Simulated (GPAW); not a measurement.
# A GW chain in GPAW: TiO2 (I4_1/amd)

Aim: the G0W0 gap of TiO2 (I4_1/amd) on LDA, step by step.

Calculated with GPAW 26.7.0; LDA and many-body steps on it, plane waves.

**What was measured.**

- Gap 3.28 ± 0.13 eV: indirect allowed optical gap from Tauc plot; UV/vis diffuse reflectance, Kubelka-Munk and Tauc analysis; film (30 nm ALD shell on quartz particles, grown at 100 C, annealed in air at 500 C) on SiO2 (quartz particles) (“Defect-Mediated Crystallization of the Particulate TiO2 Photocatalyst Grown by Atomic Layer Deposition”, 2024, pmc:11726664).

- Gap 3.17 eV: gap from valence band edge and flat band potential; valence-band XPS and Mott-Schottky plots; film (“Enhancement of Titania Photoanode Performance by Sandwiching Copper between Two Titania Layers”, 2020, pmc:7579609).

- Gap 3.87 eV: direct optical gap from Tauc plot; UV-vis absorption, Tauc plot; film (thin TiO2 layer grown by atomic layer deposition) (“Development of 2-in-1 Sensors for the Safety Assessment of Lithium-Ion Batteries via Early Detection of Vapors Produced by Electrolyte Solvents”, 2023, pmc:10251352).

- Gap 3.98 eV: direct quasiparticle gap around Gamma; experiment quoted from earlier work; bulk crystal (anatase, value from earlier experiment) (quoted in “Giant exciton Mott density in anatase TiO2”, 2020, arxiv:2007.10051).

- Gap 3.293 eV: indirect optical gap from reflection cut-off wavelength, 126 nm particles (bulk-like); UV-VIS-NIR reflection spectroscopy; 300 K; powder (commercial powder, mean particle diameter 126 nm, hand pressed) (“Part I: determination of a structure/property transformation mechanism responsible for changes in the point of zero change of anatase titania with decreasing particle size”, 2024, pmc:11477903).

This is a selection; 13 further reports are not listed.

## (1) The starting structure

It takes space group I4_1/amd (No. 141, tetragonal). Conventional cell: a = 3.784 Å, b = 3.784 Å, c = 9.515 Å, α = 90.00°, β = 90.00°, γ = 90.00°. Nearest to Ti lie 6 O at 1.93 to 1.98 Å. O has 3 Ti at 1.93 to 1.98 Å nearest. Farther neighbours and most contacts between anions are not listed.

Coordinates:

```cif
data_structure
_symmetry_space_group_name_H-M 'P 1'
_symmetry_Int_Tables_number 1
_cell_length_a 5.4582
_cell_length_b 5.4582
_cell_length_c 5.4582
_cell_angle_alpha 139.435
_cell_angle_beta 139.435
_cell_angle_gamma 58.713
_cell_volume 68.13
loop_
_atom_site_label
_atom_site_type_symbol
_atom_site_fract_x
_atom_site_fract_y
_atom_site_fract_z
_atom_site_occupancy
Ti1 Ti 0.00000 0.00000 0.00000 1
Ti2 Ti 0.75000 0.25000 0.50000 1
O3 O 0.20810 0.20810 0.00000 1
O4 O 0.95810 0.45810 0.50000 1
O5 O 0.54190 0.04190 0.50000 1
O6 O 0.79190 0.79190 0.00000 1
```

The cell and positions come from the Crystallography Open Database and are kept as given unless a step says otherwise.

## (2) Ground state

This step: GPAW 26.7.0; DFT, LDA, plane waves, PAW.

The ground-state density comes first.

File run.py:

```python
import json
import numpy as np
from gpaw.mpi import world
from ase import Atoms
from gpaw import GPAW, PW, FermiDirac

atoms = Atoms(['Ti', 'Ti', 'O', 'O', 'O', 'O'],
    cell=[[-1.8921000000, 1.8921000000, 4.7573000000],
      [1.8921000000, -1.8921000000, 4.7573000000],
      [1.8921000000, 1.8921000000, -4.7573000000]],
    scaled_positions=[[0.0000000000, 0.0000000000, 0.0000000000],
      [0.7500000000, 0.2500000000, 0.5000000000],
      [0.2081000000, 0.2081000000, 0.0000000000],
      [0.9581000000, 0.4581000000, 0.5000000000],
      [0.5419000000, 0.0419000000, 0.5000000000],
      [0.7919000000, 0.7919000000, 0.0000000000]],
    pbc=(True, True, True))
calc = GPAW(mode=PW(600),
    xc='LDA',
    kpts={'size': (8, 8, 8), 'gamma': True},
    occupations=FermiDirac(0.001),
    nbands=-9,
    convergence={'density': 1e-6, 'bands': -3},
    maxiter=100,
    txt='gs.txt')
atoms.calc = calc
res = {'energy': atoms.get_potential_energy()}
kpts = calc.get_ibz_k_points()
res['kpts'] = kpts
res['eigenvalues'] = [calc.get_eigenvalues(kpt=k) for k in range(len(kpts))]
res['n_electrons'] = calc.get_number_of_electrons()
calc.write('gs.gpw')

if world.rank == 0:
    with open('result.json', 'w') as f:
        json.dump(res, f, default=lambda x: x.tolist())
```

Run with:

```bash
> mpirun -n 4 gpaw python run.py
```

The log of the run:

```text
__  _  _
 | _ |_)|_||  |
 |__||  | ||/\| - 26.7.0

Input parameters:
  mode=PW(ecut=600.0),
  convergence={'density': 1e-06, 'bands': -3},
  kpts=MonkhorstPack(size=(8, 8, 8), gamma=True),
  maxiter=100,
  nbands=-9,
  occupations=Occupations(name='fermi-dirac', width=0.001, fixmagmom=False),
  xc=XC(name='LDA')
  [... matrices ...]
Diagonalizing LCAO Hamiltonian
Converting LCAO to pw mode

       O

         O

         Ti

       O O

       Ti

Atoms  # Å, Bohr magnetons
|   | symbol |         x |         y |        z |    initial magnetic moments |
| 0 |     Ti |  0.000000 |  0.000000 | 0.000000 | ( 0.0000,  0.0000,  0.0000) |
| 1 |     Ti |  0.000000 |  1.892100 | 2.378650 | ( 0.0000,  0.0000,  0.0000) |
| 2 |      O |  0.000000 | -0.000000 | 1.979988 | ( 0.0000,  0.0000,  0.0000) |
| 3 |      O |  0.000000 |  1.892100 | 4.358638 | ( 0.0000,  0.0000,  0.0000) |
| 4 |      O |  0.000000 |  1.892100 | 0.398662 | ( 0.0000,  0.0000,  0.0000) |
| 5 |      O | -0.000000 |  0.000000 | 7.534612 | ( 0.0000,  0.0000,  0.0000) |

Unit cell  # Å
| periodic |         x |         y |         z |  lengths |     angles |
|      yes | -1.892100 |  1.892100 |  4.757300 | 5.458204 | 139.434593 |
|      yes |  1.892100 | -1.892100 |  4.757300 | 5.458204 | 139.434593 |
|      yes |  1.892100 |  1.892100 | -4.757300 | 5.458204 |  58.712803 |

Number of symmetries: 8
Symmetry operations  # r_c * U_cc + t_c -> r_c
|   | kind |            matrix            |
| 0 |  σ   |  1, 1, 1,  0, 0,-1,  0,-1, 0 |
| 1 |  E   |  1, 0, 0,  0, 1, 0,  0, 0, 1 |
| 2 |  C2  |  0, 1, 0,  1, 0, 0, -1,-1,-1 |
| 3 |  S4  |  0, 0, 1, -1,-1,-1,  0, 1, 0 |
| 4 |  σ   |  0, 0,-1,  1, 1, 1, -1, 0, 0 |
| 5 |  C2  |  0,-1, 0, -1, 0, 0,  0, 0,-1 |
| 6 |  C2  | -1, 0, 0,  0,-1, 0,  1, 1, 1 |
| 7 |  S4  | -1,-1,-1,  0, 0, 1,  1, 0, 0 |

BZ-sampling:
  Number of BZ points: 512
  Number of IBZ points: 59

  Monkhorst-Pack size: [8, 8, 8]
  Monkhorst-Pack shift: [0.0625, 0.0625, 0.0625]

K-points  # in reciprocal-cell coordinates
|     |                                coordinates |     weight |
|   0 | (  0.00000000,   0.00000000,   0.00000000) | 0.00195312 |
|   1 | (  0.12500000,  -0.12500000,   0.00000000) | 0.00781250 |
|   2 | (  0.12500000,  -0.12500000,   0.12500000) | 0.00781250 |
|   3 | (  0.12500000,   0.00000000,   0.00000000) | 0.01562500 |
|   4 | (  0.12500000,   0.12500000,  -0.12500000) | 0.00390625 |
|   5 | (  0.25000000,  -0.25000000,   0.00000000) | 0.00781250 |
|   6 | (  0.25000000,  -0.25000000,   0.12500000) | 0.01562500 |
|   7 | (  0.25000000,  -0.25000000,   0.25000000) | 0.00781250 |
|   8 | (  0.25000000,  -0.12500000,   0.00000000) | 0.03125000 |
|   9 | (  0.25000000,  -0.12500000,   0.12500000) | 0.01562500 |
| ... |                                            |            |
|  58 | (  0.50000000,   0.50000000,   0.50000000) | 0.00195312 |

Plane wave coefficients: 2299
Cutoff: 600.0 eV

Spin-components: 1 (collinear spins)
Bands:           33
Projectors:      32
Spin-degeneracy: 2
Datatype:        complex128

  Storage: CPU
  Wave functions: 71_618_448 bytes (17_904_612 per core)
  Projectors: 56_426_656 bytes (14_106_664 per core)
  [... matrices ...]
Parallelization:
  kpt:    4
  domain: 1
  band:   1

Density:
  Valence electrons: 48.0
  Components: 1
  Grid points: [32 32 32]
  Charge: 0.0  # |e|

Potential:
  Grid points: [32 32 32]

species:
  Ti:
    name:    Titanium
    Z:       22.0
    valence: 12
    core:    10
    charge:  0.0  # [|e|]
    compensation charges:
      type: gauss
      rc: 0.38  # [Å]
      lmax: 2
    cutoffs:
      filter: 2.23  # [Å]
      core: 1.02  # [Å]
    projectors
    | kind |    occ | energy [eV] | rcut [Å] |
    |   3s |  2.000 |     -62.257 |    1.270 |
    |   4s |  2.000 |      -4.593 |    1.270 |
    |   3p |  6.000 |     -38.791 |    1.058 |
    |   4p |  0.000 |      -1.536 |    1.058 |
    |   3d |  2.000 |      -4.463 |    1.058 |
    |    d |        |      22.748 |    1.058 |

    Using partial waves for Ti as LCAO basis

  O:
    name:    Oxygen
    Z:       8.0
    valence: 6
    core:    2
    charge:  0.0  # [|e|]
    compensation charges:
      type: gauss
      rc: 0.21  # [Å]
      lmax: 2
    cutoffs:
      filter: 1.17  # [Å]
      core: 0.83  # [Å]
    projectors
    | kind |    occ | energy [eV] | rcut [Å] |
    |   2s |  2.000 |     -23.752 |    0.688 |
    |   2p |  4.000 |      -9.195 |    0.598 |
    |    s |        |       3.459 |    0.688 |
    |    p |        |      18.016 |    0.598 |
    |    d |        |       0.000 |    0.619 |

    Using partial waves for O as LCAO basis

Reference energy: -54459.530392  # eV

eigensolver:
  PPCG
  Converge bands: -3
  niter=2

density mixing:
  MSR1-Mixer
  Pratt-step length: 0.05
  Maximum mixing coefficient: 0.75
  Old densities: 10
  SVD Regularization: 0.005
  Good broyden scale: 1.0
  Trust region scale: 1.0
  Backstep threshold: 4.0
  History deletion threshold: 6.0
  Fourier metric: weight=20.0, sigma=0.015

occupation numbers:
  Fermi-Dirac:
    width: 0.0010  # eV

poisson solver:
  ecut: 4800.0  # eV

xc functional:
  name: None

Initialization done in: 5.276 s

convergence criteria:
- Maximum integral of absolute [dens]ity change: 1e-06 electrons / valence electron
- Maximum [total energy] change in last 3 cyles: 0.0005 eV / valence electron
- Maximum integral of absolute [eigenst]ate change: 4e-08 eV^2 / valence electron
maximum number of iterations: 100

SCF iterations
|iter     |     time |      energy | eigst |  dens |
|iter:   1|  |  -66.217887 | +0.36 |       |
|iter:   2|  |  -63.303742 | -0.94 | -0.79 |
|iter:   3|  |  -57.766528 | +0.38 | -0.85 |
|iter:   4|  |  -57.293538 | -0.72 | -1.34 |
|iter:   5|  |  -57.238162 | -1.67 | -1.63 |
|iter:   6|  |  -57.227462 | -2.93 | -2.09 |
|iter:   7|  |  -57.227236c| -3.57 | -2.86 |
|iter:   8|  |  -57.227197c| -4.92 | -3.35 |
|iter:   9|  |  -57.227198c| -6.32 | -4.12 |
|iter:  10|  |  -57.227198c| -7.29 | -4.72 |
|iter:  11|  |  -57.227198c| -7.46c| -5.02 |
|iter:  12|  |  -57.227198c| -7.80c| -5.60 |
|iter:  13|  |  -57.227198c| -8.73c| -6.11c|

Converged in 13 steps
SCF loop duration: 22.189 s (1.707 s/step)
Energy contributions relative to reference atoms: (reference = -54459.530392)
  [... matrices ...]
Energy contributions:
  Kinetic:          51.147921
  Coulomb:         -61.216201
  Zero:              0.848648
  External:          0.000000
  Xc:              -48.007566
  Entropy:          -0.000000
  Spinorbit:         0.000000
  ----------------------------
  Free energy:     -57.227198
  Extrapolated:    -57.227198

dipole moment: (-26.558459, -6.891311, 11.219454)  # |e|*Ang

Fermi level: 4.455
Eigenvalues  # (at kpt = [0.000, 0.000, 0.000])
| band index |      eig [eV] | occ [0-2] |
|          0 |       -51.954 |     2.000 |
|        ... |               |           |
|         16 |         1.634 |     2.000 |
|         17 |         1.634 |     2.000 |
|         18 |         1.700 |     2.000 |
|         19 |         2.986 |     2.000 |
|         20 |         2.987 |     2.000 |
|         21 |         2.987 |     2.000 |
|         22 |         3.269 |     2.000 |
|         23 |         3.269 |     2.000 |
|         24 |         5.783 |     0.000 |
[...]
|         28 |         7.743 |     0.000 |
|         29 |         7.743 |     0.000 |
|         30 |         8.866 |     0.000 |
|         31 |         9.145 |     0.000 |
|         32 |        10.026 |     0.000 |

Gap: 2.066 eV
Transition (v -> c):
  (s=0, k=15, n=23, [0.38, -0.38, 0.00]) -> (s=0, k=0, n=24, [0.00, 0.00, 0.00])
Direct/indirect transitions are different
Direct gap: 2.376 eV
Transition at: (s=0, k=13, n=23, [0.25, 0.25, -0.25])
# Writing to gs.gpw (mode='')
  [... matrices ...]
```

Run time: 29 s. Hardware: 4 MPI ranks of Arm Neoverse V2, shared host; peak memory 1 GiB.

This step gave:

| Property | Result |
| --- | --- |
| total energy | -57.2272 eV |
| gap | 2.066 eV |
| k of the valence top | 0.375, -0.375, 0 |
| k of the conduction bottom | 0, 0, 0 |
| least direct gap | 2.376 eV |

The gap is indirect, with the least direct gap 0.31 eV higher.

## (3) Bands along the symmetry lines

Levels along a band path, at the cheap level, show where the edges lie and whether the meshes to come will hold them.

File run.py:

```python
import json
import numpy as np
from gpaw.mpi import world
from gpaw import GPAW

path = [[0.000000, 0.000000, 0.000000],
    [0.000000, 0.000000, 0.062500],
    [0.000000, 0.000000, 0.125000],
    [0.000000, 0.000000, 0.187500],
    [0.000000, 0.000000, 0.250000],
    [0.000000, 0.000000, 0.312500],
    [0.000000, 0.000000, 0.375000],
    [0.000000, 0.000000, 0.437500],
    [0.000000, 0.000000, 0.500000],
    [0.031250, 0.031250, 0.468750],
    [0.062500, 0.062500, 0.437500],
    [0.093750, 0.093750, 0.406250],
    [0.125000, 0.125000, 0.375000],
    [0.156250, 0.156250, 0.343750],
    [0.187500, 0.187500, 0.312500],
    [0.218750, 0.218750, 0.281250],
    [0.250000, 0.250000, 0.250000],
    [0.218750, 0.281250, 0.218750],
    [0.187500, 0.312500, 0.187500],
    [0.156250, 0.343750, 0.156250],
    [0.125000, 0.375000, 0.125000],
    [0.093750, 0.406250, 0.093750],
    [0.062500, 0.437500, 0.062500],
    [0.031250, 0.468750, 0.031250],
    [0.000000, 0.500000, 0.000000],
    [0.000000, 0.437500, 0.000000],
    [0.000000, 0.375000, 0.000000],
    [0.000000, 0.312500, 0.000000],
    [0.000000, 0.250000, 0.000000],
    [0.000000, 0.187500, 0.000000],
    [0.000000, 0.125000, 0.000000],
    [0.000000, 0.062500, 0.000000],
    [0.000000, 0.000000, 0.000000],
    [0.062500, 0.062500, -0.062500],
    [0.125000, 0.125000, -0.125000],
    [0.187500, 0.187500, -0.187500],
    [0.250000, 0.250000, -0.250000],
    [0.312500, 0.312500, -0.312500],
    [0.375000, 0.375000, -0.375000],
    [0.437500, 0.437500, -0.437500],
    [0.500000, 0.500000, -0.500000],
    [0.473693, 0.526307, -0.473693],
    [0.447387, 0.552613, -0.447387],
    [0.421080, 0.578920, -0.421080],
    [0.394773, 0.605227, -0.394773],
    [0.368467, 0.631533, -0.368467],
    [0.342160, 0.657840, -0.342160],
    [0.315853, 0.684147, -0.315853],
    [0.289546, 0.710454, -0.289546],
    [-0.289546, 0.289546, 0.289546],
    [-0.253353, 0.253353, 0.253353],
    [-0.217160, 0.217160, 0.217160],
    [-0.180967, 0.180967, 0.180967],
    [-0.144773, 0.144773, 0.144773],
    [-0.108580, 0.108580, 0.108580],
    [-0.072387, 0.072387, 0.072387],
    [-0.036193, 0.036193, 0.036193],
    [0.000000, 0.000000, 0.000000],
    [0.000000, 0.000000, 0.500000],
    [-0.009887, 0.009887, 0.500000],
    [-0.019773, 0.019773, 0.500000],
    [-0.029660, 0.029660, 0.500000],
    [-0.039546, 0.039546, 0.500000],
    [-0.049433, 0.049433, 0.500000],
    [-0.059320, 0.059320, 0.500000],
    [-0.069206, 0.069206, 0.500000],
    [-0.079093, 0.079093, 0.500000],
    [0.500000, 0.500000, -0.079093],
    [0.500000, 0.500000, -0.131706],
    [0.500000, 0.500000, -0.184320],
    [0.500000, 0.500000, -0.236933],
    [0.500000, 0.500000, -0.289546],
    [0.500000, 0.500000, -0.342160],
    [0.500000, 0.500000, -0.394773],
    [0.500000, 0.500000, -0.447387],
    [0.500000, 0.500000, -0.500000]]
calc = GPAW('gs.gpw').fixed_density(kpts=path,
    symmetry='off',
    nbands=34,
    convergence={'bands': 30},
    txt='bands.txt')
res = {}
kpts = calc.get_ibz_k_points()
res['kpts'] = kpts
res['eigenvalues'] = [calc.get_eigenvalues(kpt=k) for k in range(len(kpts))]
res['n_electrons'] = calc.get_number_of_electrons()

if world.rank == 0:
    with open('result.json', 'w') as f:
        json.dump(res, f, default=lambda x: x.tolist())
```

Run with:

```bash
> mpirun -n 4 gpaw python run.py
```

The log of the run:

```text
Diagonalizing LCAO Hamiltonian
Converting LCAO to pw mode
convergence criteria:
- Maximum integral of absolute [eigenst]ate change: 4e-08 eV^2 / valence electron
maximum number of iterations: 100

SCF iterations
|iter     |     time |      energy | eigst |  dens |
|iter:   1|  |             | +0.20 |       |
|iter:   2|  |             | -1.69 |       |
|iter:   3|  |             | -2.79 |       |
|iter:   4|  |             | -4.22 |       |
|iter:   5|  |             | -5.36 |       |
|iter:   6|  |             | -6.62 |       |
|iter:   7|  |             | -7.50c|       |
SCF steps: 7
  __  _  _
 | _ |_)|_||  |
 |__||  | ||/\| - 26.7.0

Input parameters:
  mode=PW(ecut=600.0),
  convergence={'bands': 30},
  gpts=array([32, 32, 32]),
  kpts=KPoints(kpts=array([[ 0.      ,  0.      ,  0.      ],
         [ 0.      ,  0.      ,  0.0625  ],
         [ 0.      ,  0.      ,  0.125   ],
         [ 0.      ,  0.      ,  0.1875  ],
[...]
[ 0.473693,  0.526307, -0.473693],
         [ 0.447387,  0.552613, -0.447387],
[...]
[ 0.394773,  0.605227, -0.394773],
         [ 0.368467,  0.631533, -0.368467],
[...]
[ 0.315853,  0.684147, -0.315853],
         [ 0.289546,  0.710454, -0.289546],
         [-0.289546,  0.289546,  0.289546],
         [-0.253353,  0.253353,  0.253353],
         [-0.21716 ,  0.21716 ,  0.21716 ],
         [-0.180967,  0.180967,  0.180967],
         [-0.144773,  0.144773,  0.144773],
         [-0.10858 ,  0.10858 ,  0.10858 ],
         [-0.072387,  0.072387,  0.072387],
         [-0.036193,  0.036193,  0.036193],
[...]
[-0.009887,  0.009887,  0.5     ],
         [-0.019773,  0.019773,  0.5     ],
         [-0.02966 ,  0.02966 ,  0.5     ],
         [-0.039546,  0.039546,  0.5     ],
         [-0.049433,  0.049433,  0.5     ],
         [-0.05932 ,  0.05932 ,  0.5     ],
         [-0.069206,  0.069206,  0.5     ],
         [-0.079093,  0.079093,  0.5     ],
         [ 0.5     ,  0.5     , -0.079093],
         [ 0.5     ,  0.5     , -0.131706],
         [ 0.5     ,  0.5     , -0.18432 ],
         [ 0.5     ,  0.5     , -0.236933],
         [ 0.5     ,  0.5     , -0.289546],
         [ 0.5     ,  0.5     , -0.34216 ],
         [ 0.5     ,  0.5     , -0.394773],
         [ 0.5     ,  0.5     , -0.447387],
         [ 0.5     ,  0.5     , -0.5     ]])),
  maxiter=100,
  nbands=34,
  occupations=Occupations(name='fermi-dirac', width=0.001, fixmagmom=False),
  parallel={},
  symmetry=Symmetry(point_group=False, time_reversal=False),
  xc=XC(name='LDA')
  [... matrices ...]
timing:  # [seconds]
  Total: 0.025  # ━━━━━━━━━━━━━━━━━━━━━━━━━━━━━━━━━━━━━━━━━━━━━━━━━━━━━━━━━━━
```

The job ended after 23 s (4 MPI ranks; peak memory 1.1 GiB).

Numbers from this step:

```
gap                        : 2.020 eV
k of the valence top       : 0, 0, 0.4375
k of the conduction bottom : 0, 0, 0
least direct gap           : 2.376 eV
```

The gap is 2.020 eV, −0.047 eV from the run before at this level.

The electronic bands at the labelled points (eV, zero at the top of the highest filled band):

```tsv
point	band 21	band 22	band 23	band 24	band 25	band 26	band 27	band 28
Γ	-0.78	-0.78	-0.49	-0.49	2.02	2.79	3.94	3.94
halfway	-1.86	-0.99	-0.62	-0.26	2.92	3.09	3.46	3.70
X	-2.11	-2.11	-0.05	-0.05	3.30	3.30	3.80	3.80
halfway	-1.84	-1.84	-0.15	-0.15	3.38	3.38	3.73	3.73
P	-1.63	-1.63	-0.26	-0.26	3.54	3.54	3.57	3.57
halfway	-1.92	-0.99	-0.61	-0.37	3.10	3.23	3.64	3.66
N	-2.01	-0.99	-0.85	-0.65	3.18	3.50	3.53	3.63
halfway	-1.40	-0.82	-0.79	-0.53	2.90	3.18	3.29	3.57
Γ	-0.78	-0.78	-0.49	-0.49	2.02	2.79	3.94	3.94
halfway	-1.09	-1.09	-0.25	-0.25	2.13	2.67	3.78	3.78
M	-1.28	-1.28	-0.14	-0.14	2.39	2.39	3.73	3.73
halfway	-1.34	-0.73	-0.63	-0.58	2.66	3.15	3.37	3.50
S	-1.22	-0.95	-0.94	-0.83	3.15	3.43	3.54	3.60
jump to S0	-1.22	-0.95	-0.94	-0.83	3.15	3.43	3.54	3.60
halfway	-1.54	-0.95	-0.84	-0.58	3.06	3.27	3.30	3.59
Γ	-0.78	-0.78	-0.49	-0.49	2.02	2.79	3.94	3.94
jump to X	-2.11	-2.11	-0.05	-0.05	3.30	3.30	3.80	3.80
halfway	-2.07	-2.07	-0.06	-0.06	3.29	3.29	3.78	3.78
R	-1.95	-1.95	-0.09	-0.09	3.27	3.27	3.74	3.74
jump to G	-1.95	-1.95	-0.09	-0.09	3.27	3.27	3.74	3.74
halfway	-1.12	-1.12	-0.55	-0.55	2.99	2.99	3.51	3.51
M	-1.28	-1.28	-0.14	-0.14	2.39	2.39	3.73	3.73
```

## (4) Empty states on the mesh, 6×6×6 mesh, 100 bands

The sums over transitions need many empty states on a uniform mesh; this step solves for them.

File run.py:

```python
import json
import numpy as np
from gpaw.mpi import world
from gpaw import GPAW

calc = GPAW('gs.gpw').fixed_density(kpts={'size': (6, 6, 6), 'gamma': True},
    nbands=116,
    convergence={'bands': 100},
    txt='nscf.txt')
calc.write('full.gpw', mode='all')
res = {}
kpts = calc.get_ibz_k_points()
res['kpts'] = kpts
res['eigenvalues'] = [calc.get_eigenvalues(kpt=k) for k in range(len(kpts))]
res['n_electrons'] = calc.get_number_of_electrons()

if world.rank == 0:
    with open('result.json', 'w') as f:
        json.dump(res, f, default=lambda x: x.tolist())
```

Run with:

```bash
> mpirun -n 4 gpaw python run.py
```

The log of the run:

```text
Diagonalizing LCAO Hamiltonian
Converting LCAO to pw mode
convergence criteria:
- Maximum integral of absolute [eigenst]ate change: 4e-08 eV^2 / valence electron
maximum number of iterations: 100

SCF iterations
|iter     |     time |      energy | eigst |  dens |
|iter:   1|  |             | +3.79 |       |
|iter:   2|  |             | +2.48 |       |
|iter:   3|  |             | +1.33 |       |
[...]
|iter:  11|  |             | -6.61 |       |
|iter:  12|  |             | -7.15 |       |
|iter:  13|  |             | -7.69c|       |
SCF steps: 13
  __  _  _
 | _ |_)|_||  |
 |__||  | ||/\| - 26.7.0

Input parameters:
  mode=PW(ecut=600.0),
  convergence={'bands': 100},
  gpts=array([32, 32, 32]),
  kpts=MonkhorstPack(size=(6, 6, 6), gamma=True),
  maxiter=100,
  nbands=116,
  occupations=Occupations(name='fermi-dirac', width=0.001, fixmagmom=False),
  parallel={},
  xc=XC(name='LDA')
# Writing to full.gpw (mode='all')
  [... matrices ...]

timing:  # [seconds]
  Total: 0.070  # ━━━━━━━━━━━━━━━━━━━━━━━━━━━━━━━━━━━━━━━━━━━━━━━━━━━━━━━━━━━
```

Wall time 52 s (4 MPI ranks); peak memory 1.1 GiB.

This step gave:

```yaml
gap: 2.069 eV
k_of_the_valence_top: 0.5, 0.5, 0
k_of_the_conduction_bottom: 0, 0, 0
least_direct_gap: 2.388 eV
k_points_computed: 30
lowest_point_of_the_top_converged_band_above_the_valence_top: 53.1680 eV
```

On this mesh the gap is 2.069 eV.

[end of part 1 of 2]

[Paths, hosts, dates, memory and timing lines, banners, echoed tables and standing remarks are left out of the program output.]

[Logs are printed without paths, hosts, clocks, repeated set-up lines and the standing remarks that a program may print on its own settings, such as how far it seeks lower states.]

[Runs of the session that timed out or met a known fault of the program may be left out.]

[Hosts, paths, dates, database ids (printed as entryN), source tags and the programs' standing remarks are cut or masked in the printed files.]
